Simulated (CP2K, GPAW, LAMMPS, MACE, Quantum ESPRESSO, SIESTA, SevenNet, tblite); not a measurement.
**Amorphous 43Bi2O3-57BaO (mol %) (99 atoms): other programs against plane waves**

One geometry of amorphous 43Bi2O3-57BaO (mol %) (99 atoms) is solved by several programs and methods. How far do their forces lie from a plane-wave PBE run?

Results are calculated, not measured.

## (1) The cell

The cell holds 99 atoms (26 Bi, 17 Ba and 56 O), with edges of 11.49, 11.49 and 11.49 Å. Recipe: 99 atoms (26 Gd, 17 Ba, 56 O) placed at random at 8.51 g/cm³, melted at 5000 K for 10 ps at fixed volume with the Morse and Coulomb pair potential with partial charges (Pedone, Malavasi, Menziani, Cormack and Segre, J. Phys. Chem. B 110, 11780 (2006)). Quenched from 5000 K to 300 K at 50 K/ps and fixed volume, held 5 ps, then minimised at fixed cell. Then Gd was replaced by Bi and the cell scaled by 1.02 (the potential has no terms for the new elements, so the cell is a start for a DFT relaxation). The density is 9.49 g/cm³.

## (2) The reference input

Quantum ESPRESSO 7.5: Kohn-Sham DFT, PBE, SSSP efficiency 1.3.0 pseudopotentials, plane waves. Its input, pw.in:

```
&control
  calculation = 'scf'
  pseudo_dir = './pseudo'
  outdir = './tmp'
  disk_io = 'none'
  tprnfor = .true.
  tstress = .true.
/
&system
  ibrav = 0
  nat = 99
  ntyp = 3
  ecutwfc = 60
  ecutrho = 480
  nosym = .true.
  occupations = 'smearing'
  smearing = 'fd'
  degauss = 0.003675
/
&electrons
  conv_thr = 5.0e-07
  electron_maxstep = 100
  mixing_beta = 0.4
  mixing_mode = 'plain'
  diagonalization = 'david'
/
ATOMIC_SPECIES
Bi 208.980 Bi.upf
Ba 137.327 Ba.upf
O 15.999 O.upf
CELL_PARAMETERS angstrom
11.48663 0.00000 0.00000
0.00000 11.48663 0.00000
0.00000 0.00000 11.48663
ATOMIC_POSITIONS crystal
Bi 0.01221 0.60466 0.53490
Bi 0.77930 0.52771 0.85050
Bi 0.06710 0.86998 0.40233
Bi 0.51627 0.30639 0.76565
[... 93 atom lines left out ...]
O 0.61947 0.12039 0.30193
O 0.20454 0.40105 0.81345
K_POINTS gamma
```

```console
$ OMP_NUM_THREADS=1 mpirun -np 4 pw.x -in pw.in > output.txt
```

Wall time 13 min (4 MPI ranks of Arm Neoverse V1, shared host); peak memory 5.3 GiB; 51 min of CPU time.

It converged with an r.m.s. force component of 0.70 eV/Å and a pressure of 21 GPa.

Its highest filled and lowest empty levels lie 1.24 eV apart on its k-points.

## (3) The other programs

- CP2K 2026.2: Gaussian basis with GTH pseudopotentials and a plane-wave density; labels give functional, basis (MOLOPT sets; SR short-range, UZH the newer set with its own potentials), grid cutoff/relative cutoff and solver (OT: orbital transformation; TRS4, TC2, SIGN: linear-scaling purification with its sparsity filter), or its built-in tight binding.
- GPAW 26.7.0: PAW with atomic orbitals (LCAO), plane waves or a real-space grid of spacing h.
- MACE: machine-learned potential, published weights.
- SIESTA 5.4.2: numerical atomic orbitals, whose automatically made sets are far from complete, with PseudoDojo norm-conserving potentials that we converted to its format (checked against plane waves on the same files for H, C, O, Si, Ge and Ca alone); labels give functional, basis size, energy shift and mesh cutoff.
- SevenNet: machine-learned potential, published weights.

All use the same cell and atoms, and the electronic-structure runs the same k-mesh.

## (4) All runs compared

Differences are against the reference: forces as r.m.s. over components, share as that over the reference's r.m.s. force, slope as the fitted ratio of a run's forces to the reference's.

```
                                                         run  Δ force, r.m.s. (meV/Å)  share (%)  slope  Δ pressure (GPa)  Δ gap (eV)  cores  CPU time  memory (GiB)
                                                   reference                        -          -      -                 -           -      4    51 min           5.3
              CP2K PBE, DZVP-UZH, 600/50 Ry, diagonalisation                     91.9       13.2  1.077              4.63     -0.0802      4    11 min           8.8
CP2K PBE, SZV-MOLOPT-SR, 600/50 Ry, diagonalisation (coarse)                      698        100  1.634              24.5      -0.559      2   6.2 min           4.7
                                GPAW PBE, LCAO dzp, h 0.15 Å                      111       15.9  1.110                 -     -0.0389      2    26 min           4.9
                                GPAW PBE, LCAO dzp, h 0.18 Å                      112       16.1  1.107                 -     -0.0403      2    17 min           3.4
                   GPAW PBE, LCAO sz(dzp), h 0.18 Å (coarse)                      252       36.3  1.236                 -      -0.217      1   4.8 min           2.2
                  GPAW PBE, LCAO szp(dzp), h 0.18 Å (coarse)                      180       25.9  1.168                 -      -0.132      1    11 min           2.6
                                 MACE MP-0b2 small potential                      191       27.4  0.878             0.498           -      1     8.3 s          0.66
                                MACE MP-0b3 medium potential                      168       24.2  0.889            -0.674           -      1      11 s           1.1
                 SIESTA PBE, DZP, shift 0.01 Ry, mesh 500 Ry                      341         49  1.304              2.57       0.117      4    10 min           3.3
         SIESTA PBE, SZ, shift 0.01 Ry, mesh 500 Ry (coarse)                      639       92.0  1.600              11.3      -0.472      1     3 min           1.2
         SIESTA PBE, SZ, shift 0.02 Ry, mesh 500 Ry (coarse)                      606       87.2  1.490              1.10      -0.553      1   2.5 min           1.1
                                        SevenNet 0 potential                      188       27.1  0.914             -1.57           -      1     9.8 s          0.93
```

Rows marked coarse were listed beforehand as settings not expected to be converged; some can still land near the reference.

Times of the machine-learned potentials are mostly Python's start and the loading of weights.

Runs without a result: tblite GFN1-xTB (ended with an error or stopped unconverged); CP2K PBE, SZV-MOLOPT-SR, 600/50 Ry, TRS4 filter 1e-06, SCF 1e-06 (cut off at its time limit); CP2K PBE, SZV-MOLOPT-SR, 600/50 Ry, TRS4 filter 1e-04, SCF 1e-05 (cut off at its time limit); CP2K PBE, SZV-MOLOPT-SR, 600/50 Ry, TRS4 filter 1e-05, SCF 1e-06 (cut off at its time limit).

CPU time is summed over cores on shared hosts, so it is rough.

## (5) What came out

Forces lie from 13 % (CP2K PBE, DZVP-UZH, 600/50 Ry, diagonalisation) to 100 % (CP2K PBE, SZV-MOLOPT-SR, 600/50 Ry, diagonalisation, coarse) of the reference's r.m.s. force of 0.70 eV/Å away from it. The PBE runs in local orbitals, coarse settings apart, differ by 13 % (CP2K PBE, DZVP-UZH, 600/50 Ry, diagonalisation) to 49 % (SIESTA PBE, DZP, shift 0.01 Ry, mesh 500 Ry); basis, grid and potentials can all enter. Machine-learned potentials differ by 24 % (MACE MP-0b3 medium potential) to 27 % (MACE MP-0b2 small potential); they were trained on other programs' data. Runs with settings chosen to be coarse differ by 26 % (GPAW PBE, LCAO szp(dzp), h 0.18 Å) to 100 % (CP2K PBE, SZV-MOLOPT-SR, 600/50 Ry, diagonalisation), their programs' other errors included.

GPAW PBE, LCAO sz(dzp), h 0.18 Å stiffens the forces by a factor of 1.24 while following their directions (correlation 0.976); the slopes of the 4 GPAW runs lie between 1.11 and 1.24. From GPAW PBE, LCAO dzp, h 0.18 Å to the finer GPAW PBE, LCAO dzp, h 0.15 Å the share goes from 16.1 to 15.9 %, so the grid isn't what parts these runs from the reference. Pressures at PBE, coarse settings apart, lie +2.57 to +4.63 GPa from the reference's. Gaps at PBE, coarse settings apart, lie -0.08 to +0.12 eV from the reference's.

**Limits.** The potentials hold different valence shells: 896 electrons in the reference, 636 in CP2K with SZV-MOLOPT-SR; this bears on time and differences. The reference's pressure holds the uncorrected Pulay stress of its 60 Ry basis, so small pressure differences may be the reference's own error. Machine-learned potentials mimic data converged in k, so the reference's own k-point error enters their differences. The quench rate of 50 K/ps is many orders above laboratory rates, so the cell is likely richer in defects and strain than a real sample. The network of bonds at the start is that of the classical potential that made the cell, and needn't be the one that DFT or experiment would give. The reference's stress is far from hydrostatic: its diagonal is 23.5, 17.7, 22.5 GPa, compression counted positive. The electronic-structure runs sample only Γ, in a cell whose shortest periodic width is 11 Å. Spin–orbit coupling is left out, which matters for the levels of the heavy elements. The reference's pressure of 21 GPa reflects the volume that the recipe set, positions that aren't this level's minimum and the basis. Where levels are smeared, the DFT runs use Fermi–Dirac occupations at 580 K (0.05 eV), and energies are free energies. The reference's cutoffs and mesh weren't converged further here.

[Logs are printed without paths, hosts, clocks, repeated set-up lines and the standing remarks that a program may print on its own settings, such as how far it seeks lower states.]

[Hosts, paths, dates, database ids (printed as entryN), source tags and the programs' standing remarks are cut or masked in the printed files.]

[Cells were taken only where this reference lay near another plane-wave run.]
